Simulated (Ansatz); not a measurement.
# H2O on Al(111), ontop start, 2x2 cell: photoemission fingerprints, part 2 of 5

What would XPS and UPS show for H2O on Al(111), ontop start, 2x2 cell?

Ansatz 0.2.0; DFT, LDA, plane-wave PAW, default files, scalar-relativistic (the session's first sound run).

So far, work function, upper face (eV): step 2 (the clean face) 4.17.

**3. Relaxation**

System of this step: Al16H2O. The cell holds 19 atoms: 2 H, 1 O and 16 Al. Cell: a = 5.713 Å, b = 5.713 Å, c = 24.497 Å, α = 90.0°, β = 90.0°, γ = 60.0°. It derives from Al. How the cell was made: adsorbate; added: H2O; site: ontop; coverage 0.25 monolayer; cell: 2x2; on one face. Regions: ad, 3 atoms (2 H and 1 O); L1, 4 atoms (4 Al); L2, 4 atoms (4 Al); L3, 4 atoms (4 Al); rest, 4 atoms (4 Al). Vacuum lies along c.

Levels and vacuum steps follow bond lengths, so the atoms are relaxed first. 8 atoms are held to stand for the bulk. A dipole correction cancels the field between unlike faces.

The input, input.yaml:

```yaml
crystal:
  lattice:
    - [5.713422792, 0.0, 0.0]
    - [2.856711396, 4.9479692804, 0.0]
    - [0.0, 0.0, 24.4974852626]
  atoms:
    - { symbol: H, position: [0.085787975, 0.101051557, 0.693846127] }
    - { symbol: H, position: [0.818767118, 0.101051557, 0.693846127] }
    - { symbol: O, position: [0.002475835, 0.0, 0.683640998] }
    - { symbol: Al, position: [0.0, 0.0, 0.591794836] }
    - { symbol: Al, position: [0.5, 0.0, 0.591794836] }
    - { symbol: Al, position: [0.0, 0.5, 0.591794836] }
    - { symbol: Al, position: [0.5, 0.5, 0.591794836] }
    - { symbol: Al, position: [0.833333333, 0.333333333, 0.496581181] }
    - { symbol: Al, position: [0.333333333, 0.333333333, 0.496581181] }
    - { symbol: Al, position: [0.833333333, 0.833333333, 0.496581181] }
    - { symbol: Al, position: [0.333333333, 0.833333333, 0.496581181] }
    - { symbol: Al, position: [0.166666667, 0.166666667, 0.401367527] }
    - { symbol: Al, position: [0.666666667, 0.166666667, 0.401367527] }
    - { symbol: Al, position: [0.166666667, 0.666666667, 0.401367527] }
    - { symbol: Al, position: [0.666666667, 0.666666667, 0.401367527] }
    - { symbol: Al, position: [0.0, 0.0, 0.306153873] }
    - { symbol: Al, position: [0.5, 0.0, 0.306153873] }
    - { symbol: Al, position: [0.0, 0.5, 0.306153873] }
    - { symbol: Al, position: [0.5, 0.5, 0.306153873] }
kpoints:
  mp_grid: { grid: [6, 6, 1] }
scf:
  occupations: { method: fermi_dirac, width: 0.05 }
  n_extra_bands: 15
hamiltonian:
  xc: lda
  pseudopotentials: { kind: paw }
output:
  forces: true
  write_potential: true
  volumetric_format: []
efield:
  axis: 3
  dipole_correction: true
relax:
  f_tol: 0.03
  max_steps: 45
  constraints: [{ sites: [11, 12, 13, 14, 15, 16, 17, 18] }]
```

Command:

```console
ansatz run input.yaml --threads 4 --pin off --max-ram 8192MiB --backend cpu --events-out ev --progress --plain --runs-dir out
```

Numbers of over 12 decimals in the logs are rounded to 6 here.

What it wrote:

```text
[...]
Crystal: 19 atoms, lattice volume = 692.540 Å³
Basis set: ecut = 420 eV, 13593 PW (Γ)
Bands: 43, of which v1, the nominal top of the filled ones, is band 28 counted from 1 (27 counted from 0)
Symmetry: 1 space group operations
[...]
k-points: 20 of 36 (time reversal used)
[...]
SCF iter   1: F=—  HF=-8789.042334 eV  |F-HF|=—  |Δ(HF+E_count)|=         —  Δρ=3.04e-3  dr2=1.27e-1  ethr=1.77e-3  p=0.129 e·Å  D=3.37e-2 V/Å  ΔV_dip=-0.82 eV  dr2_dipole=1.31e-3  V_vac-E_F(+/−)=3.33/4.16 eV  ⟨swp⟩=12.6  Hψ=5918  notcnv=0  defer=22
[...]
SCF iter   6: F=-8789.016824 eV  HF=-8789.016830 eV  |F-HF|=6.01e-6  |Δ(HF+E_count)|=   3.49e-6  Δρ=1.14e-5  dr2=5.07e-6  ethr=4.02e-8  p=0.194 e·Å  D=5.06e-2 V/Å  ΔV_dip=-1.24 eV  dr2_dipole=2.31e-6  V_vac-E_F(+/−)=3.00/4.24 eV  ⟨swp⟩=11.9  Hψ=7680  notcnv=0
SCF 1 converged in 6 iterations: F = -8789.016824 eV  dr2 = 5.07e-6
[...]
relax step   1: F+E_penalty+E_count = -8789.01682449 eV  Δ(F+E_penalty+E_count) = +0.000e0 eV  max|allowed force component| = 1.918e0 eV/Å  Δτ_max = 0.0000 Å  (6 SCF iters, dr2 threshold 2.25e-5 eV, accepted)
[...]
SCF iter   5: F=-8789.165723 eV  HF=-8789.165788 eV  |F-HF|=6.51e-5  |Δ(HF+E_count)|=   8.76e-5  Δρ=5.90e-5  dr2=6.12e-5  ethr=1.79e-7  p=0.169 e·Å  D=4.42e-2 V/Å  ΔV_dip=-1.08 eV  dr2_dipole=2.22e-5  V_vac-E_F(+/−)=3.10/4.19 eV  ⟨swp⟩=13.2  Hψ=8654  notcnv=0
SCF 2 converged in 5 iterations: F = -8789.165723 eV  dr2 = 6.12e-5
  Residual-converged pass: ⟨swp⟩=1.1  Hψ=943  notcnv=0  max |occ|·‖R‖ = 7.1e-9 eV (tolerance 1.0e-8 eV)  dr2=6.12e-5  dr2_onsite=4.11e-7  max |Δocc| = 2.0e-10
[...]
relax step   2: F+E_penalty+E_count = -8789.16572265 eV  Δ(F+E_penalty+E_count) = -1.489e-1 eV  max|allowed force component| = 4.913e-1 eV/Å  Δτ_max = 0.1950 Å  (5 SCF iters, dr2 threshold 1.00e-4 eV, accepted)
[...]
SCF iter   5: F=-8789.203329 eV  HF=-8789.203329 eV  |F-HF|=5.01e-7  |Δ(HF+E_count)|=   7.09e-7  Δρ=3.31e-5  dr2=8.51e-6  ethr=2.69e-8  p=0.142 e·Å  D=3.70e-2 V/Å  ΔV_dip=-0.91 eV  dr2_dipole=2.43e-8  V_vac-E_F(+/−)=3.28/4.19 eV  ⟨swp⟩=13.6  Hψ=8696  notcnv=0
SCF 3 converged in 5 iterations: F = -8789.203329 eV  dr2 = 8.51e-6
relax step   3: F+E_penalty+E_count = -8789.20332898 eV  Δ(F+E_penalty+E_count) = -3.761e-2 eV  max|allowed force component| = 2.327e-1 eV/Å  Δτ_max = 0.1903 Å  (5 SCF iters, dr2 threshold 1.51e-5 eV, accepted)
[...]
relax step   4: F+E_penalty+E_count = -8789.21425722 eV  Δ(F+E_penalty+E_count) = -1.093e-2 eV  max|allowed force component| = 1.319e-1 eV/Å  Δτ_max = 0.1094 Å  (6 SCF iters, dr2 threshold 3.55e-6 eV, accepted)
[...]
relax step   5: F+E_penalty+E_count = -8789.21626609 eV  Δ(F+E_penalty+E_count) = -2.009e-3 eV  max|allowed force component| = 5.564e-2 eV/Å  Δτ_max = 0.0462 Å  (5 SCF iters, dr2 threshold 3.90e-6 eV, accepted)
SCF iter   1: F=—  HF=-8789.217767 eV  |F-HF|=—  |Δ(HF+E_count)|=         —  Δρ=1.06e-3  dr2=2.49e-3  ethr=3.94e-5  p=0.152 e·Å  D=3.98e-2 V/Å  ΔV_dip=-0.97 eV  dr2_dipole=2.69e-5  V_vac-E_F(+/−)=3.23/4.20 eV  ⟨swp⟩=3.0  Hψ=2216  notcnv=0  defer=55
[...]
SCF iter   6: F=-8789.217250 eV  HF=-8789.217250 eV  |F-HF|=1.32e-8  |Δ(HF+E_count)|=   8.11e-9  Δρ=8.40e-7  dr2=1.68e-8  ethr=1.79e-10  p=0.151 e·Å  D=3.95e-2 V/Å  ΔV_dip=-0.97 eV  dr2_dipole=7.00e-9  V_vac-E_F(+/−)=3.23/4.20 eV  ⟨swp⟩=11.3  Hψ=6281  notcnv=0
SCF 6 converged in 6 iterations: F = -8789.217250 eV  dr2 = 1.68e-8
relax step   6: F+E_penalty+E_count = -8789.21725016 eV  Δ(F+E_penalty+E_count) = -9.841e-4 eV  max|allowed force component| = 1.995e-2 eV/Å  Δτ_max = 0.0227 Å  (6 SCF iters, accepted)
NSCF: frozen V_eff on 20 k-points
[...]
SCF converged after 6 iterations
Free energy (F): -8789.217250 eV
[...]
Internal energy: -8789.154256 eV  (E = F + TS)
E sigma→0 (E₀):  -8789.185753 eV
Entropy (-TS):   -0.062994 eV (-3.315 meV/atom)
Fermi energy:    0.931607 eV
Dipole field:    D = 0.039422 V/Å  (p = 0.150877 e·Å, saw-weighted, corrected)
Work function:   Φ+ = 3.2347 eV   Φ− = 4.2004 eV
[...]
--- Forces (eV/Å), atoms counted from 1 ---
  atom   1  H      0.00543729    -0.00475218     0.00004727
  atom   2  H     -0.00548506    -0.00456546     0.00041500
  atom   3  O     -0.00124238     0.01994532    -0.00252604
  atom   4  Al     0.00005756     0.00505071    -0.00904218
  atom   5  Al     0.00074343    -0.00068904     0.00367438
  atom   6  Al    -0.00435787    -0.00626433     0.00524881
  atom   7  Al     0.00482974    -0.00716282     0.00517651
  atom   8  Al     0.00004679    -0.00242500    -0.00181324
  atom   9  Al    -0.00004412    -0.00138249    -0.00046963
  atom  10  Al     0.00108177     0.00183623    -0.00166219
  atom  11  Al    -0.00120079     0.00196482    -0.00215190
  atom  12  Al    -0.02692940     0.00388009    -0.10943327
  atom  13  Al     0.02690117     0.00386429    -0.11053697
  atom  14  Al     0.00014008     0.01144517    -0.15636124
  atom  15  Al    -0.00001166    -0.01990398    -0.09341788
  atom  16  Al    -0.00060521    -0.02292488     0.10279963
  atom  17  Al     0.00068240    -0.04659782     0.13866559
  atom  18  Al    -0.01775142     0.03474213     0.11568186
  atom  19  Al     0.01773126     0.03400193     0.11621392
  max |Σ_I F_I| component: 5.08e-4 eV/Å
--- Band table (eV; the first three rows and the last of 20) ---
  k-point 0: bands = [... 24 lower, -1.0862, -1.0766, -0.8764, 0.3780, 0.7969, 0.8208, 1.0607, 1.1073, ... 11 higher]
  k-point 1: bands = [... 24 lower, -0.4865, -0.2841, -0.1888, 0.2299, 0.3407, 0.6121, 0.8136, 1.5724, ... 11 higher]
  k-point 2: bands = [... 24 lower, -0.0737, 0.1184, 0.5273, 1.0137, 1.1265, 1.2751, 1.5213, 1.8161, ... 11 higher]
  k-point 19: bands = [... 24 lower, 0.3004, 0.3478, 1.1901, 1.2454, 1.4193, 1.4320, 1.7367, 1.7671, ... 11 higher]
--- Relaxed structure (6 steps of the walk, 6 accepted, 0 SCFs on fresh bases) ---
  F+E_penalty+E_count = -8789.21725016 eV   max|allowed force component| = 1.995e-2 eV/Å
  atoms:
    - { symbol: H, position: [0.064928, 0.150427, 0.678783] }
    - { symbol: H, position: [0.786204, 0.153639, 0.678855] }
    - { symbol: O, position: [-0.016398, 0.033850, 0.673843] }
    - { symbol: Al, position: [0.00491764, -0.010133, 0.591020] }
    - { symbol: Al, position: [0.496680, 0.00663548, 0.585936] }
    - { symbol: Al, position: [0.000286304, 0.500819, 0.585147] }
    - { symbol: Al, position: [0.498832, 0.500905, 0.585193] }
    - { symbol: Al, position: [0.835732, 0.328496, 0.493851] }
    - { symbol: Al, position: [0.332895, 0.334288, 0.492941] }
    - { symbol: Al, position: [0.833241, 0.834394, 0.493025] }
    - { symbol: Al, position: [0.332334, 0.834409, 0.493054] }
    - { symbol: Al, position: [0.166666667, 0.166667, 0.401368] }
    - { symbol: Al, position: [0.666666667, 0.166667, 0.401368] }
    - { symbol: Al, position: [0.166666667, 0.666667, 0.401368] }
    - { symbol: Al, position: [0.666666667, 0.666667, 0.401368] }
    - { symbol: Al, position: [0.0, 0.0, 0.306153873] }
    - { symbol: Al, position: [0.5, 0.0, 0.306153873] }
    - { symbol: Al, position: [-5.551115123125783e-17, 0.500000, 0.306153873] }
    - { symbol: Al, position: [0.5, 0.500000, 0.306153873] }
```

Wall time 62 s (4 threads of Intel Xeon at 2.80GHz (Skylake/Cascade Lake), shared host); peak memory 1.2 GiB; 3.8 min of CPU time.

Relaxation path:

| step | energy less that of the first step (eV) | largest force component (eV/Å) |
| --- | --- | --- |
| 1 | 0.0000 | 1.9184 |
| 2 | -0.1489 | 0.4913 |
| 3 | -0.1865 | 0.2327 |
| 4 | -0.1974 | 0.1319 |
| 5 | -0.1994 | 0.0556 |
| 6 | -0.2004 | 0.0199 |

The atoms that moved most (Å):

| atom | dx | dy | dz | length |
| --- | --- | --- | --- | --- |
| H2 | -0.036 | 0.260 | -0.367 | 0.452 |
| H1 | 0.022 | 0.244 | -0.369 | 0.443 |
| O3 | -0.011 | 0.167 | -0.240 | 0.293 |
| Al6 | 0.004 | 0.004 | -0.163 | 0.163 |
| Al7 | -0.004 | 0.004 | -0.162 | 0.162 |
| Al5 | 0.000 | 0.033 | -0.144 | 0.147 |
| Al9 | 0.000 | 0.005 | -0.089 | 0.089 |
| Al10 | 0.003 | 0.005 | -0.087 | 0.087 |

This step gave:

- free energy: -8789.2173 eV
- energy at zero smearing: -8789.1858 eV
- smearing term TS: 0.06299 eV
- Fermi energy: 0.9316 eV
- symmetry operations: 1
- work function, upper face: 3.234 eV
- work function, lower face: 4.201 eV

The relaxation ends 11 meV an atom lower, with a largest force component of 0.020 eV/Å on the free atoms. Between step 2 and this run (19 atoms) the value for the work function, upper face moves from 4.17 eV to 3.23 eV (-23 %).

**4. Bands by layer**

This is the main run. States are solved along the surface zone's path and weighed by where they lie along the normal, since photoemission sees the top layers. The cell holds 4 small cells, so the bands are unfolded.

The input, input.yaml:

```yaml
crystal:
  lattice:
    - [5.713422792, 0.0, 0.0]
    - [2.856711396, 4.9479692804, 0.0]
    - [0.0, 0.0, 24.4974852626]
  atoms:
    - { symbol: H, position: [0.0649277506, 0.1504272622, 0.6787825526] }
    - { symbol: H, position: [0.7862043865, 0.1536387405, 0.6788546599] }
    - { symbol: O, position: [-0.0163976444, 0.0338499651, 0.6738431978] }
    - { symbol: Al, position: [0.0049176373, -0.0101328844, 0.5910203215] }
    - { symbol: Al, position: [0.4966800074, 0.0066354802, 0.5859357493] }
    - { symbol: Al, position: [0.0002863045, 0.50081873, 0.5851471241] }
    - { symbol: Al, position: [0.4988320562, 0.5009053014, 0.5851926409] }
    - { symbol: Al, position: [0.835732452, 0.3284958012, 0.4938514042] }
    - { symbol: Al, position: [0.3328946327, 0.3342877734, 0.4929413621] }
    - { symbol: Al, position: [0.833241413, 0.8343936268, 0.4930253893] }
    - { symbol: Al, position: [0.3323341411, 0.8344094702, 0.4930536117] }
    - { symbol: Al, position: [0.166666667, 0.166666667, 0.401367527] }
    - { symbol: Al, position: [0.666666667, 0.166666667, 0.401367527] }
    - { symbol: Al, position: [0.166666667, 0.666666667, 0.401367527] }
    - { symbol: Al, position: [0.666666667, 0.666666667, 0.401367527] }
    - { symbol: Al, position: [0.0, 0.0, 0.306153873] }
    - { symbol: Al, position: [0.5, 0.0, 0.306153873] }
    - { symbol: Al, position: [0.0, 0.5, 0.306153873] }
    - { symbol: Al, position: [0.5, 0.5, 0.306153873] }
kpoints:
  mp_grid: { grid: [12, 12, 1] }
scf:
  occupations: { method: fermi_dirac, width: 0.05 }
  n_extra_bands: 19
hamiltonian:
  xc: lda
  pseudopotentials: { kind: paw }
output:
  forces: true
  write_potential: true
  volumetric_format: []
  efg: { contact_densities: true }
  dos:
    projected:
      site_lists:
        adsorbate: [0, 1, 2]
        layer_1: [3, 4, 5, 6]
        layer_2: [7, 8, 9, 10]
        layer_3: [11, 12, 13, 14]
        other_layers: [15, 16, 17, 18]
    de: 0.05
    e_range: [-30, 12]
    method: { smearing: { sigma: 0.15, scheme: gaussian } }
  eigenstates:
    kpoints:
      - [0.33333333, -0.33333333, 0.0]
      - [0.25, -0.375, 0.0]
      - [0.16666667, -0.41666667, 0.0]
      - [0.08333333, -0.45833333, 0.0]
      - [0.0, 0.5, 0.0]
      - [-0.08333333, 0.45833333, 0.0]
      # [... 29 more points ...]
      - [0.25, 0.5, 0.0]
      - [0.29166667, -0.41666667, 0.0]
    e_range: [-8.0, 4.0]
    unfold:
      supercell_matrix: [[2, 0, 0], [0, 2, 0], [0, 0, 1]]
      layers:
        axis: 3
        edges: [0.142872, 0.424281, 0.424381, 0.568816, 0.568916, 0.842135]
efield:
  axis: 3
  dipole_correction: true
```

What it wrote:

```text
[...]
Crystal: 19 atoms, lattice volume = 692.540 Å³
Basis set: ecut = 420 eV, 13593 PW (Γ)
Bands: 47, of which v1, the nominal top of the filled ones, is band 28 counted from 1 (27 counted from 0)
Symmetry: 1 space group operations
[...]
k-points: 74 of 144 (time reversal used)
[...]
SCF iter   1: F=—  HF=-8789.243064 eV  |F-HF|=—  |Δ(HF+E_count)|=         —  Δρ=3.03e-3  dr2=1.51e-1  ethr=1.77e-3  p=0.131 e·Å  D=3.43e-2 V/Å  ΔV_dip=-0.84 eV  dr2_dipole=1.30e-3  V_vac-E_F(+/−)=3.29/4.13 eV  ⟨swp⟩=10.6  Hψ=22756  notcnv=0  defer=256
[...]
SCF iter   7: F=-8789.216271 eV  HF=-8789.216271 eV  |F-HF|=3.76e-8  |Δ(HF+E_count)|=  4.38e-10  Δρ=2.56e-6  dr2=7.24e-8  ethr=1.79e-10  p=0.153 e·Å  D=4.00e-2 V/Å  ΔV_dip=-0.98 eV  dr2_dipole=1.12e-8  V_vac-E_F(+/−)=3.22/4.20 eV  ⟨swp⟩=42.3  Hψ=38327  notcnv=0
SCF 1 converged in 7 iterations: F = -8789.216271 eV  dr2 = 7.24e-8
[...]
efield: sawtooth ramp at fractional position 0.9425 (kept from the solve that this one continues, or follows in the run), width 0.1000; the density the first Hamiltonian is built on has a dipole p = 0.153 e·Å; the dipole correction subtracts the counter field D = 4.00e-2 V/Å, which shifts the + side's vacuum level by -0.98 eV against the − side's; the planar-averaged density in the ramp window peaks in size at 2.1e-6 e/Å³
[...]
SCF converged after 7 iterations
Free energy (F): -8789.216271 eV
[...]
Internal energy: -8789.159557 eV  (E = F + TS)
E sigma→0 (E₀):  -8789.187914 eV
Entropy (-TS):   -0.056714 eV (-2.985 meV/atom)
Fermi energy:    0.935494 eV
Dipole field:    D = 0.039894 V/Å  (p = 0.152683 e·Å, saw-weighted, corrected)
Work function:   Φ+ = 3.2193 eV   Φ− = 4.1966 eV
[...]
--- Forces (eV/Å), atoms counted from 1 ---
  atom   1  H     -0.00350694    -0.00693479    -0.00193130
  atom   2  H      0.00349068    -0.00695081    -0.00161546
  atom   3  O     -0.00117150     0.02877878     0.00557892
  atom   4  Al    -0.00002563    -0.00633221     0.02679452
  atom   5  Al     0.00078809    -0.01348882     0.03297857
  atom   6  Al    -0.00777724     0.00465197     0.03630739
  atom   7  Al     0.00828088     0.00372857     0.03587224
  atom   8  Al     0.00007865     0.00013433     0.01563898
  atom   9  Al    -0.00011414    -0.00030979     0.02385274
  atom  10  Al     0.00232319     0.00006224     0.01411159
  atom  11  Al    -0.00245281     0.00023735     0.01345727
  atom  12  Al    -0.04020044    -0.00861164    -0.13996120
  atom  13  Al     0.04016907    -0.00853718    -0.14093092
  atom  14  Al     0.00023979     0.03443291    -0.18369321
  atom  15  Al    -0.00013513    -0.01735373    -0.08675251
  atom  16  Al    -0.00038197    -0.02055067     0.07029174
  atom  17  Al     0.00048271    -0.01140814     0.10317792
  atom  18  Al     0.01230204     0.01449497     0.08847329
  atom  19  Al    -0.01238642     0.01401891     0.08884674
  max |Σ_I F_I| component: 4.97e-4 eV/Å
--- PAW observables at the nuclei: V_zz in 10²¹ V/m², potentials from the cell's mean, atoms counted from 1 ---
  atom   1  H  V_zz =    +3.538586   η = 0.0909   by run symmetry: allowed
            electrostatic potential = -30.252555 V   contact ρ = 2.728923 e/Å³
  atom   2  H  V_zz =    +3.540503   η = 0.0906   by run symmetry: allowed
            electrostatic potential = -30.252324 V   contact ρ = 2.729305 e/Å³
  atom   3  O  V_zz =   -12.484433   η = 0.8322   by run symmetry: allowed
            electrostatic potential = -612.214819 V   contact ρ = 2124.506187 e/Å³
  atom   4  Al V_zz =    +0.943005   η = 0.0188   by run symmetry: allowed
            electrostatic potential = -1221.195401 V   contact ρ = 9987.023477 e/Å³
  atom   5  Al V_zz =    +0.846844   η = 0.8722   by run symmetry: allowed
            electrostatic potential = -1221.848554 V   contact ρ = 9988.888234 e/Å³
  atom   6  Al V_zz =    +0.892351   η = 0.7740   by run symmetry: allowed
            electrostatic potential = -1221.886186 V   contact ρ = 9989.012512 e/Å³
  atom   7  Al V_zz =    +0.886397   η = 0.7839   by run symmetry: allowed
            electrostatic potential = -1221.886456 V   contact ρ = 9989.008328 e/Å³
  atom   8  Al V_zz =    -0.434409   η = 0.1928   by run symmetry: allowed
            electrostatic potential = -1221.833394 V   contact ρ = 9987.474751 e/Å³
  atom   9  Al V_zz =    -0.927895   η = 0.0011   by run symmetry: allowed
            electrostatic potential = -1221.913451 V   contact ρ = 9987.009062 e/Å³
  atom  10  Al V_zz =    -0.428026   η = 0.0385   by run symmetry: allowed
            electrostatic potential = -1221.866155 V   contact ρ = 9987.598988 e/Å³
  atom  11  Al V_zz =    -0.427859   η = 0.0437   by run symmetry: allowed
            electrostatic potential = -1221.865323 V   contact ρ = 9987.598901 e/Å³
  atom  12  Al V_zz =    -0.562263   η = 0.0336   by run symmetry: allowed
            electrostatic potential = -1221.858408 V   contact ρ = 9987.486184 e/Å³
  atom  13  Al V_zz =    -0.563297   η = 0.0342   by run symmetry: allowed
            electrostatic potential = -1221.858587 V   contact ρ = 9987.484869 e/Å³
  atom  14  Al V_zz =    -0.679779   η = 0.0093   by run symmetry: allowed
            electrostatic potential = -1221.877201 V   contact ρ = 9987.428223 e/Å³
  atom  15  Al V_zz =    -0.745952   η = 0.0532   by run symmetry: allowed
            electrostatic potential = -1221.875305 V   contact ρ = 9987.286963 e/Å³
  atom  16  Al V_zz =    +1.262424   η = 0.0104   by run symmetry: allowed
            electrostatic potential = -1221.698208 V   contact ρ = 9989.411629 e/Å³
  atom  17  Al V_zz =    +1.463990   η = 0.0025   by run symmetry: allowed
            electrostatic potential = -1221.672217 V   contact ρ = 9989.531291 e/Å³
  atom  18  Al V_zz =    +1.415809   η = 0.0032   by run symmetry: allowed
            electrostatic potential = -1221.675956 V   contact ρ = 9989.508062 e/Å³
  atom  19  Al V_zz =    +1.419512   η = 0.0031   by run symmetry: allowed
            electrostatic potential = -1221.675514 V   contact ρ = 9989.509180 e/Å³
--- Band table (eV; the first three rows and the last of 74) ---
  k-point 0: bands = [... 24 lower, -1.0970, -1.0876, -0.8843, 0.3717, 0.7918, 0.8157, 1.0547, 1.0984, ... 15 higher]
  k-point 1: bands = [... 24 lower, -0.7957, -0.7189, -0.3407, 0.1737, 0.3985, 0.5034, 0.7838, 1.4193, ... 15 higher]
  k-point 2: bands = [... 24 lower, -0.4926, -0.2938, -0.1977, 0.2239, 0.3336, 0.6056, 0.8035, 1.5641, ... 15 higher]
  k-point 73: bands = [... 24 lower, 0.2829, 0.3303, 1.1836, 1.2395, 1.4096, 1.4221, 1.7293, 1.7611, ... 15 higher]
```

Wall time 1.9 min (4 threads); peak memory 2.3 GiB.

In the SCF lines HF is the Harris–Foulkes energy and dr2 the Hartree energy of the density residual, in eV; the loop may stop once dr2 is under the threshold and the program's other checks hold. Hψ counts applications of the Hamiltonian.

Numbers from this step:

```yaml
free_energy: -8789.2163 eV
energy_at_zero_smearing: -8789.1879 eV
smearing_term_ts: 0.05671 eV
fermi_energy: 0.9355 eV
share_of_occupied_states_in_no_projected_shell: 0.0141 of the occupied states in the window
dos_at_the_fermi_level: 7.199 states/eV/cell
work_function_upper_face: 3.218 eV
work_function_lower_face: 4.197 eV
```

A(k,E), total over k along the path and E. Zero: Fermi level.

Ten even steps from '0' (0.07 eV⁻¹) to '9' (3.48 eV⁻¹), each cell a mean:
```
153155420133333202411221135631
452334522100100012233104566213
713335201310001221441112232247
224435200023332100212131103552
144463220000000001231130012431
332641012000000012212312346313
235440001210001220024215543421
524532000023332100013231100246
365402100000000000022320001464
356300200000000000212231123452
974110021000000002101313434339
562011002100000131002314431165
932002000232223200012141112649
311201100001210000120232357354
131100210000000000200137642540
012120022000000012101232247300
011111001210000220002117752000
002202100023332100021221100000
001121200000000000211220000000
000321121011111111212210000000
000132122000000012112200000000
000012201210000220121100000000
```
Columns: k along the path (Å⁻¹) from 0 to 3.47; rows upwards: E (eV) from -7.7 to 3.18.

(Part 2 of 5 ends here.)

[Logs are printed without paths, hosts, clocks, repeated set-up lines and the standing remarks that a program may print on its own settings, such as how far it seeks lower states.]

[Hosts, paths, dates, database ids (printed as entryN), source tags and the programs' standing remarks are cut or masked in the printed files.]

[Maps of the electrostatic potential energy from Ansatz leave out the sawtooth potential of an applied field or a dipole correction, so their vacuum need not be flat; work functions include it.]
